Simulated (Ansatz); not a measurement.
**Moving the knobs of a GW run on SiO2 (I-42d)**

A base run on SiO2 (I-42d), then changed inputs.

Calculated with Ansatz 0.2.0; G0W0 on LDA, plane waves, PAW; PAW set soft_1.

### Step 1. The structure

It takes space group I-42d (No. 122, tetragonal). The conventional cell has a = 4.748 Å, b = 4.748 Å, c = 7.488 Å, α = 90.00°, β = 90.00°, γ = 90.00°. Nearest to Si lie 4 O at 1.62 Å. O has 2 Si at 1.62 Å nearest. Farther neighbours and most contacts between anions are not listed.

Structure file:

```cif
data_structure
_symmetry_space_group_name_H-M 'I-42d'
_symmetry_Int_Tables_number 122
_cell_length_a 4.7481
_cell_length_b 4.7481
_cell_length_c 7.4880
_cell_angle_alpha 90.000
_cell_angle_beta 90.000
_cell_angle_gamma 90.000
_cell_volume 168.81
loop_
_atom_site_label
_atom_site_type_symbol
_atom_site_symmetry_multiplicity
_atom_site_Wyckoff_symbol
_atom_site_fract_x
_atom_site_fract_y
_atom_site_fract_z
_atom_site_occupancy
Si1 Si 4 a 0.00000 0.00000 0.00000 1
O1 O 8 d 0.25000 0.62338 0.37500 1
```

The cell and positions come from the Crystallography Open Database and are kept as given unless a step says otherwise.

### Step 2. The base run: 4×4×4 mesh, 310 empty bands, screening to 138 eV, PAW set soft_1 files

G0W0 replaces the xc potential by the self-energy, built once from these orbitals. Only a window of levels is corrected, while the sums run over the empty bands that the input names. This step takes PAW set soft_1 files.

Contents of input.yaml:

```yaml
crystal:
  lattice:
    - [-2.37405, 2.37405, 3.744]
    - [2.37405, -2.37405, 3.744]
    - [2.37405, 2.37405, -3.744]
  atoms:
    - { symbol: Si, position: [0.0, 0.0, 0.0] }
    - { symbol: Si, position: [0.75, 0.25, 0.5] }
    - { symbol: O, position: [0.99838, 0.625, 0.87338] }
    - { symbol: O, position: [0.375, 0.24838, 0.37338] }
    - { symbol: O, position: [0.75162, 0.125, 0.12662] }
    - { symbol: O, position: [0.875, 0.00162, 0.62662] }
kpoints:
  mp_grid: { grid: [4, 4, 4] }
hamiltonian:
  xc: lda
  pseudopotentials: { kind: paw, azcp: { folder: soft_1 }, xc_functional: pbe }
scf:
  occupations: { method: fixed }
gw:
  n_empty_bands: 310
  ecut_chi: 138
  qp_bands: [v2, c2]
  qp_kpoints: band_edges
  screening: { model: contour_deformation }
```

On the command line:

```bash
> ansatz run input.yaml --threads 3 --pin off --max-ram 92160MiB --backend cuda --events-out ev --progress --plain --runs-dir out --devices 1 --max-vram 13GiB
```

Numbers of over 12 decimals in the logs are rounded to 6 here.

Log:

```text
GPUs: using 1 of 1 available (devices: 1).
Engine: ansatz 0.2.0, x86_64-unknown-linux-gnu
Pseudopotentials: kind: paw
Pseudopotential: Si, paw, valence charge 4, recommended cutoff 420 eV (normal), soft_1/Si.paw.azcp
Pseudopotential: O, paw, valence charge 6, recommended cutoff 420 eV (normal), soft_1/O.paw.azcp
Functional definition: SPW92
  exchange = slater_x
  correlation = pw_c
device memory: the entry about to start is reckoned to put 0.7 GiB on a device that reports 60.4 GiB free (of which the cap on the GPU budget leaves the run 13.0 GiB)
GPU FFT provider: cuFFT
GPU libraries: cuBLAS 13.8.2, cuFFT 12.4.0, cuSOLVER 12.3.4
Crystal: 6 atoms, lattice volume = 84.406 Å³
Basis set: ecut = 420 eV, 1637 PW (Γ)
Bands: 22, of which v1, the nominal top of the filled ones, is band 16 counted from 1 (15 counted from 0)
Symmetry: 8 space group operations
Space group: I-42d (ITA 122), of the structure as read, at distance tolerance 4.4e-5 Å
k-points: 13 of 64 (time reversal used)
Non-local potential: Si, projectors of the file, l = 0: 2, l = 1: 2, l = 2: 1
Non-local potential: O, projectors of the file, l = 0: 2, l = 1: 2, l = 2: 1
PAW form: soft (Blöchl's): semilocal exchange-correlation on the pseudo side does not see the compensation charge
PAW frozen core: Si, regenerated for the run's functional, and the local potential with it (the file was generated under x = pbe(κ = 0.804, μ = 0.219515), c = pbe(β = 0.066725))
PAW frozen core: O, regenerated for the run's functional, and the local potential with it (the file was generated under x = pbe(κ = 0.804, μ = 0.219515), c = pbe(β = 0.066725))
PAW one-centre angular grid: Si, 110 points (default); XC on 64 Gauss nodes
PAW one-centre angular grid: O, 110 points (default); XC on 64 Gauss nodes
Initial density: superposition of atomic densities (chi_scale 0.1, normalization cell, long waves kept (reshape's long-wave potential 0.00 eV rms))
Initial wavefunctions: pseudopotential atomic-orbital guess
GPU buffer pool allocated for 46656 grid points (all kernels)
GPU transforms: local potential and band sums: pruned to the plane-wave sphere, on 36×36×36
Functional: x = slater, c = lda
SCF iter   1: F=—  HF=-3448.427922 eV  |F-HF|=—  |Δ(HF+E_count)|=         —  Δρ=1.17e-1  dr2=1.03e1  ethr=3.10e-3  ⟨swp⟩=4.9  Hψ=1438  notcnv=0  defer=46
preconditioner: auto → none  [insulator: Δε(μ)=7.286 eV  Ē_g=17.696 eV  n_scr=14 (ndim 8)  ℏωp=22.9 eV  f_vac=0.102  ε∞_Penn≈2.7]
SCF iter   2: F=—  HF=-3445.778812 eV  |F-HF|=—  |Δ(HF+E_count)|=    2.65e0  Δρ=6.33e-2  dr2=1.49e0  ethr=3.10e-3  ⟨swp⟩=3.8  Hψ=829  notcnv=0  defer=39
SCF iter   3: F=—  HF=-3445.360403 eV  |F-HF|=—  |Δ(HF+E_count)|=   4.18e-1  Δρ=1.87e-2  dr2=1.33e-1  ethr=3.10e-3  ⟨swp⟩=2.1  Hψ=584  notcnv=0  defer=34
[...]
NSCF: frozen V_eff on 1 k-points
SCF converged after 7 iterations
Free energy (F): -3445.348639 eV
Harris-Foulkes:  -3445.348639 eV  (|F-HF|=1.23e-9)
Internal energy: -3445.348639 eV  (E = F + TS)
E sigma→0 (E₀):  -3445.348639 eV
Fermi energy:    0.804150 eV
--- Per-component energies (eV) ---
  E_band       = -181.124916
  E_kinetic    = 771.679104
  E_local      = -2183.365623  (includes V_loc(G=0)·N_el)
  E_nonlocal   = 263.896679
  E_hartree    = 807.171050
  E_xc         = -394.814693
  E_vxc        = -459.939560  (∫ρ·V_xc dr)
  E_paw        = -1581.774653  (= ΣΔE_a)
  E_vpaw       = -187.743168  (= ΣTr[D̂ρ^β])
  E_aug_tail   = 0.003432  (compensation charges beyond the density's cutoff)
  E_ewald      = -1128.700283
  E_core_change = 0.556347  (= ΣΔE_core)
  E_smearing   = -0.000000  (= −TS)
  E_closure    = 0.000000  (closes the sum)
  Σ components = -3445.348639   (vs F -3445.348639, Δ=0.00e0)
--- Band table (eV; the first three rows and the last of 13) ---
  k-point 0: bands = [... 12 lower, -0.5178, -0.2292, 0.8042, 0.8042, 6.6258, 9.2616, 11.9000, 11.9000, ... 2 higher]
  k-point 1: bands = [... 12 lower, -0.4708, 0.0545, 0.7064, 0.7072, 7.9333, 10.1317, 10.7480, 11.3260, ... 2 higher]
  k-point 2: bands = [... 12 lower, 0.0643, 0.0643, 0.5736, 0.5736, 10.0506, 10.0506, 10.7465, 10.7465, ... 2 higher]
  k-point 12: bands = [... 12 lower, -0.6973, -0.6973, 0.7013, 0.7013, 9.5984, 9.5984, 10.2797, 10.2797, ... 2 higher]
--- G₀W₀: contour deformation, 6 samples at zero and on the imaginary axis and 2 off it, 64 q-points, 310 empty bands' worth ---
  eigenvalues of the whole cell's RPA ε∞ on this k-mesh (on a slab, of 1 + 4πα/V) = 2.2441, 2.2441, 2.3030; static W/v taken at q = 0 is 0.441820
  bands read: the sum over 326 bands ends inside a degenerate multiplet in 1 slot, whose members it reads at an even weight; the widest, k=0: bands 326 to 327 (counted from 1) at 1/2 each
  gw.qp_kpoints: band_edges: 13 of 13 stored k-points solved, in 1 pass; an edge of the gap read off the rows below is read off those points alone
    ik  band        ε_KS         Σx   Σc(E_QP)       V_xc       Z   E_QP_lin       E_QP  E_QP is
     0    15      0.8042   -26.3250     4.1150   -20.5052  0.8019    -0.9261    -0.9006  root
     0    16      0.8042   -26.3250     4.1150   -20.5052  0.8019    -0.9261    -0.9006  root
     0    17      6.6258    -7.1530    -3.3228   -11.9672  0.8677     8.1289     8.1172  root
     0    18      9.2616    -5.5926    -3.8554   -11.2359  0.8625    11.0693    11.0495  root
     1    15      0.7064   -26.3900     4.1189   -20.5709  0.8016    -1.0192    -0.9938  root
     1    16      0.7072   -26.3254     4.1340   -20.4783  0.8015    -1.0319    -1.0059  root
     1    17      7.9333    -8.0014    -3.3974   -13.0466  0.8593     9.5968     9.5811  root
     1    18     10.1317    -6.0131    -4.0258   -11.9395  0.8566    12.0566    12.0322  root
[...]
12    15      0.7013   -26.4405     4.1205   -20.6274  0.8015    -1.0166    -0.9913  root
    12    16      0.7013   -26.4405     4.1205   -20.6274  0.8015    -1.0166    -0.9913  root
    12    17      9.5984    -7.4238    -3.5475   -12.7362  0.8545    11.3837    11.3633  root
    12    18      9.5984    -7.4238    -3.5475   -12.7362  0.8545    11.3837    11.3633  root
```

Elapsed: 22 s, on 1 × NVIDIA H100 80GB HBM3 (shared by 6 runs) with 3 threads of AMD EPYC 7R13 (Zen 3), shared host; peak memory 1.3 GiB.

In the SCF lines HF is the Harris–Foulkes energy and dr2 the Hartree energy of the density residual, in eV; the loop may stop once dr2 is under the threshold and the program's other checks hold. Hψ counts applications of the Hamiltonian.

Numbers from this step:

```yaml
bands_summed: 326
rpa_eps_infinity_on_this_mesh_eigenvalues: 2.244, 2.244, 2.303
plane_waves_in_the_screening_matrix: 315
q_points_in_the_mesh: 64
g0w0_gap_on_the_mesh: 9.018 eV
k_of_the_valence_top: 0, 0, 0
k_of_the_conduction_bottom: 0, 0, 0
starting_gap_on_the_mesh: 5.822 eV
z_at_the_valence_top: 0.8019
z_at_the_conduction_bottom: 0.8677
least_direct_g0w0_gap_on_the_computed_points: 9.018 eV
```

The gap on the mesh goes from 5.82 eV to 9.02 eV, a correction of +3.20 eV. Between the two edge states, bare exchange in place of the xc potential would open the gap by 10.63 eV, and correlation takes back 7.44 eV.

### Step 3. Variant: plasmon pole at a typed frequency

input.yaml: that of step 2 with these lines changed.

```diff
@@ -20,6 +20,7 @@
 gw:
-  n_empty_bands: 310
-  ecut_chi: 138
+  n_empty_bands: 191
+  ecut_chi: 100
   qp_bands: [v2, c2]
   qp_kpoints: band_edges
-  screening: { model: contour_deformation }
+  screening: { model: godby_needs }
+  plasmon_pole_fit_frequency: 15
```

Log:

```text
GPUs: using 1 of 1 available (devices: 1).
[...]
GPU FFT provider: cuFFT
GPU libraries: cuBLAS 13.8.2, cuFFT 12.4.0, cuSOLVER 12.3.4
Crystal: 6 atoms, lattice volume = 84.406 Å³
Basis set: ecut = 420 eV, 1637 PW (Γ)
Bands: 22, of which v1, the nominal top of the filled ones, is band 16 counted from 1 (15 counted from 0)
Symmetry: 8 space group operations
[...]
k-points: 13 of 64 (time reversal used)
[...]
GPU buffer pool allocated for 46656 grid points (all kernels)
[...]
SCF iter   1: F=—  HF=-3448.427922 eV  |F-HF|=—  |Δ(HF+E_count)|=         —  Δρ=1.17e-1  dr2=1.03e1  ethr=3.10e-3  ⟨swp⟩=4.9  Hψ=1438  notcnv=0  defer=46
[...]
SCF iter   7: F=-3445.348639 eV  HF=-3445.348639 eV  |F-HF|=1.23e-9  |Δ(HF+E_count)|=   1.99e-8  Δρ=2.25e-6  dr2=2.59e-9  ethr=3.13e-10  ⟨swp⟩=11.5  Hψ=1470  notcnv=0
SCF 1 converged in 7 iterations: F = -3445.348639 eV  dr2 = 2.59e-9
[...]
NSCF: frozen V_eff on 13 k-points, pencils in batches of 32, up to order 88
[...]
NSCF: frozen V_eff on 13 k-points
G₀W₀ screening: q 1/13
[... further progress lines ...]
[...]
SCF converged after 7 iterations
Free energy (F): -3445.348639 eV
[...]
Internal energy: -3445.348639 eV  (E = F + TS)
E sigma→0 (E₀):  -3445.348639 eV
Fermi energy:    0.804150 eV
[...]
--- Band table (eV; the first three rows and the last of 13) ---
  k-point 0: bands = [... 12 lower, -0.5178, -0.2292, 0.8042, 0.8042, 6.6258, 9.2616, 11.9000, 11.9000, ... 2 higher]
  k-point 1: bands = [... 12 lower, -0.4708, 0.0545, 0.7064, 0.7072, 7.9333, 10.1317, 10.7480, 11.3260, ... 2 higher]
  k-point 2: bands = [... 12 lower, 0.0643, 0.0643, 0.5736, 0.5736, 10.0506, 10.0506, 10.7465, 10.7465, ... 2 higher]
  k-point 12: bands = [... 12 lower, -0.6973, -0.6973, 0.7013, 0.7013, 9.5984, 9.5984, 10.2797, 10.2797, ... 2 higher]
--- G₀W₀: ω_p = 15.0000 eV, 64 q-points, 191 empty bands' worth ---
[...]
GN-PPA: 684700/2353081 pairs with Re ω̃² < 0 across q-mesh
[...]
0    15      0.8042   -26.3250     4.3427   -20.5052  0.8042    -0.6869    -0.6729  root
     0    16      0.8042   -26.3250     4.3427   -20.5052  0.8042    -0.6869    -0.6729  root
     0    17      6.6258    -7.1530    -3.2738   -11.9672  0.8670     8.1766     8.1661  root
     0    18      9.2616    -5.5926    -3.7375   -11.2359  0.8616    11.1851    11.1673  root
     1    15      0.7064   -26.3900     4.3488   -20.5709  0.8040    -0.7779    -0.7639  root
     1    16      0.7072   -26.3254     4.3620   -20.4783  0.8039    -0.7923    -0.7779  root
     1    17      7.9333    -8.0014    -3.3183   -13.0466  0.8592     9.6741     9.6602  root
     1    18     10.1317    -6.0131    -3.8946   -11.9395  0.8564    12.1848    12.1634  root
[...]
12    15      0.7013   -26.4405     4.3569   -20.6274  0.8038    -0.7689    -0.7550  root
    12    16      0.7013   -26.4405     4.3569   -20.6274  0.8038    -0.7689    -0.7550  root
    12    17      9.5984    -7.4238    -3.4382   -12.7362  0.8553    11.4903    11.4727  root
    12    18      9.5984    -7.4238    -3.4382   -12.7362  0.8553    11.4903    11.4727  root
```

Wall time 20 s (1 × NVIDIA H100 80GB HBM3 (shared by 6 runs) with 3 threads); peak memory 1.3 GiB; 23 s of CPU time.

The G0W0 gap on the mesh is 8.839 eV.

Against the base:

| setting | base | variant |
| --- | --- | --- |
| empty bands | 310 | 191 |
| screening cutoff (eV) | 138 | 100 |
| frequency model | contour deformation | plasmon pole |
| plasmon pole fit frequency | - | 15 |

| quantity | variant | base |
| --- | --- | --- |
| starting gap on the mesh | 5.822 | 5.822 |
| G0W0 gap on the mesh | 8.839 | 9.018 |
| least direct G0W0 gap on the computed points | 8.839 | 9.018 |
| Z at the valence top | 0.804 | 0.802 |
| Z at the conduction bottom | 0.867 | 0.868 |

### Step 4. Variant: all filled levels at the zone centre

input.yaml: that of step 3 with these lines changed.

```diff
@@ -22,5 +22,4 @@
   ecut_chi: 100
-  qp_bands: [v2, c2]
-  qp_kpoints: band_edges
-  screening: { model: godby_needs }
-  plasmon_pole_fit_frequency: 15
+  qp_bands: [lowest, c2]
+  qp_kpoints: [[0, 0, 0]]
+  screening: { model: contour_deformation }
```

Log:

```text
GPUs: using 1 of 1 available (devices: 1).
[...]
GPU FFT provider: cuFFT
GPU libraries: cuBLAS 13.8.2, cuFFT 12.4.0, cuSOLVER 12.3.4
Crystal: 6 atoms, lattice volume = 84.406 Å³
Basis set: ecut = 420 eV, 1637 PW (Γ)
Bands: 22, of which v1, the nominal top of the filled ones, is band 16 counted from 1 (15 counted from 0)
Symmetry: 8 space group operations
[...]
k-points: 13 of 64 (time reversal used)
[...]
GPU buffer pool allocated for 46656 grid points (all kernels)
[...]
SCF iter   1: F=—  HF=-3448.427922 eV  |F-HF|=—  |Δ(HF+E_count)|=         —  Δρ=1.17e-1  dr2=1.03e1  ethr=3.10e-3  ⟨swp⟩=4.9  Hψ=1438  notcnv=0  defer=46
[...]
SCF iter   7: F=-3445.348639 eV  HF=-3445.348639 eV  |F-HF|=1.23e-9  |Δ(HF+E_count)|=   1.99e-8  Δρ=2.25e-6  dr2=2.59e-9  ethr=3.13e-10  ⟨swp⟩=11.5  Hψ=1470  notcnv=0
SCF 1 converged in 7 iterations: F = -3445.348639 eV  dr2 = 2.59e-9
[...]
G₀W₀ screening: q 1/13
[... further progress lines ...]
[...]
SCF converged after 7 iterations
Free energy (F): -3445.348639 eV
[...]
Internal energy: -3445.348639 eV  (E = F + TS)
E sigma→0 (E₀):  -3445.348639 eV
Fermi energy:    0.804150 eV
[...]
--- Band table (eV; the first three rows and the last of 13) ---
  k-point 0: bands = [... 12 lower, -0.5178, -0.2292, 0.8042, 0.8042, 6.6258, 9.2616, 11.9000, 11.9000, ... 2 higher]
  k-point 1: bands = [... 12 lower, -0.4708, 0.0545, 0.7064, 0.7072, 7.9333, 10.1317, 10.7480, 11.3260, ... 2 higher]
  k-point 2: bands = [... 12 lower, 0.0643, 0.0643, 0.5736, 0.5736, 10.0506, 10.0506, 10.7465, 10.7465, ... 2 higher]
  k-point 12: bands = [... 12 lower, -0.6973, -0.6973, 0.7013, 0.7013, 9.5984, 9.5984, 10.2797, 10.2797, ... 2 higher]
[...]
`?` marks the rows in doubt; gw_qp.tsv's column doubts and the gw_qp event give each row's grounds
[...]
0     1    -18.0371   -32.3618     9.3702   -20.3272  0.7628   -20.8784   -20.7014  root ?
     0     2    -15.8485   -33.7837     9.0941   -21.9968  0.7264   -18.3998   -18.5413  root ?
     0     3    -15.8281   -33.8084     9.0880   -22.0008  0.7466   -18.3995   -18.5477  root ?
     0     4    -15.8281   -33.8084     9.0880   -22.0008  0.7466   -18.3995   -18.5477  root ?
     0     5     -8.0165   -25.7387     5.1495   -18.6080  0.7617   -10.0645    -9.9977  root
     0     6     -4.4926   -25.6122     4.5716   -19.1615  0.7911    -6.4177    -6.3717  root
     0     7     -4.4926   -25.6122     4.5716   -19.1615  0.7911    -6.4177    -6.3717  root
     0     8     -4.2226   -25.7260     4.6023   -19.2673  0.7904    -6.1239    -6.0790  root
     0     9     -1.6673   -24.9649     4.5624   -18.5628  0.7927    -3.5452    -3.5069  root
     0    10     -1.2242   -24.7811     4.5172   -18.4497  0.7946    -3.0749    -3.0384  root
     0    11     -0.5521   -25.8618     4.2336   -20.0329  0.8041    -2.1706    -2.1473  root
     0    12     -0.5521   -25.8618     4.2336   -20.0329  0.8041    -2.1706    -2.1473  root
     0    13     -0.5178   -25.9310     4.2548   -20.0762  0.8039    -2.1413    -2.1177  root
     0    14     -0.2292   -26.0761     4.3925   -19.9952  0.8003    -1.9450    -1.9175  root
     0    15      0.8042   -26.3250     4.2725   -20.5052  0.8045    -0.7640    -0.7431  root
     0    16      0.8042   -26.3250     4.2725   -20.5052  0.8045    -0.7640    -0.7431  root
     0    17      6.6258    -7.1530    -3.2984   -11.9672  0.8690     8.1539     8.1416  root
     0    18      9.2616    -5.5926    -3.7897   -11.2359  0.8627    11.1368    11.1151  root
```

Run time: 13 s. Hardware: 1 × NVIDIA H100 80GB HBM3 (shared by 6 runs) with 3 threads; peak memory 1.1 GiB; 7.3 s of CPU time.

Absolute levels on the run's own zero. QP, by row:

| k index | band | KS (eV) | Sigma_x (eV) | Sigma_c (eV) | Vxc (eV) | Z | QP linearised (eV) | QP (eV) | source | doubts |
| --- | --- | --- | --- | --- | --- | --- | --- | --- | --- | --- |
| 0 | 1 | -18.04 | -32.36 | 9.37 | -20.33 | 0.7628 | -20.88 | -20.7 | root | energies_apart |
| 0 | 2 | -15.85 | -33.78 | 9.094 | -22 | 0.7264 | -18.4 | -18.54 | root | energies_apart |
| 0 | 3 | -15.83 | -33.81 | 9.088 | -22 | 0.7466 | -18.4 | -18.55 | root | energies_apart |
| 0 | 4 | -15.83 | -33.81 | 9.088 | -22 | 0.7466 | -18.4 | -18.55 | root | energies_apart |
| 0 | 5 | -8.017 | -25.74 | 5.149 | -18.61 | 0.7617 | -10.06 | -9.998 | root |  |
| 0 | 6 | -4.493 | -25.61 | 4.572 | -19.16 | 0.7911 | -6.418 | -6.372 | root |  |
| 0 | 7 | -4.493 | -25.61 | 4.572 | -19.16 | 0.7911 | -6.418 | -6.372 | root |  |
| 0 | 8 | -4.223 | -25.73 | 4.602 | -19.27 | 0.7904 | -6.124 | -6.079 | root |  |
| 0 | 9 | -1.667 | -24.96 | 4.562 | -18.56 | 0.7927 | -3.545 | -3.507 | root |  |
| 0 | 10 | -1.224 | -24.78 | 4.517 | -18.45 | 0.7946 | -3.075 | -3.038 | root |  |
| 0 | 11 | -0.5521 | -25.86 | 4.234 | -20.03 | 0.8041 | -2.171 | -2.147 | root |  |
| 0 | 12 | -0.5521 | -25.86 | 4.234 | -20.03 | 0.8041 | -2.171 | -2.147 | root |  |
| 0 | 13 | -0.5178 | -25.93 | 4.255 | -20.08 | 0.8039 | -2.141 | -2.118 | root |  |
| 0 | 14 | -0.2292 | -26.08 | 4.393 | -20 | 0.8003 | -1.945 | -1.917 | root |  |
| 0 | 15 | 0.8042 | -26.32 | 4.272 | -20.51 | 0.8045 | -0.764 | -0.7431 | root |  |
| 0 | 16 | 0.8042 | -26.32 | 4.272 | -20.51 | 0.8045 | -0.764 | -0.7431 | root |  |
| 0 | 17 | 6.626 | -7.153 | -3.298 | -11.97 | 0.869 | 8.154 | 8.142 | root |  |
| 0 | 18 | 9.262 | -5.593 | -3.79 | -11.24 | 0.8627 | 11.14 | 11.12 | root |  |

Against the base:

| setting | base | variant |
| --- | --- | --- |
| empty bands | 310 | 191 |
| screening cutoff (eV) | 138 | 100 |
| levels asked | v2 to c2 | lowest to c2 |
| points asked | band edges | [[0, 0, 0]] |

### Step 5. What came out

* base: 9.02 eV, 22 s
* plasmon pole at a typed frequency: 8.84 eV, 20 s
* all filled levels at the zone centre: direct gap at the listed points 8.88 eV, 13 s

What this shows: Plasmon pole at a typed frequency: the gap moves by −0.18 eV. The variant differs from the base in empty bands, screening cutoff, frequency model and plasmon pole fit frequency together, so the change can't be laid to one of them. All filled levels at the zone centre: only the listed points were computed; the least direct gap there is 8.88 eV, with empty bands, screening cutoff, levels asked and points asked changed against the base. All runs here use a coarse mesh and modest cutoffs; they test settings and are not final values.

[Paths, hosts, dates, memory and timing lines, banners, echoed tables and standing remarks are left out of the program output.]

[Logs are printed without paths, hosts, clocks, repeated set-up lines and the standing remarks that a program may print on its own settings, such as how far it seeks lower states.]

[Runs of the session that timed out or met a known fault of the program may be left out.]

[Cells called generated may have been cut or substituted from an entry of the Crystallography Open Database or the Materials Project.]

[Hosts, paths, dates, database ids (printed as entryN), source tags and the programs' standing remarks are cut or masked in the printed files.]
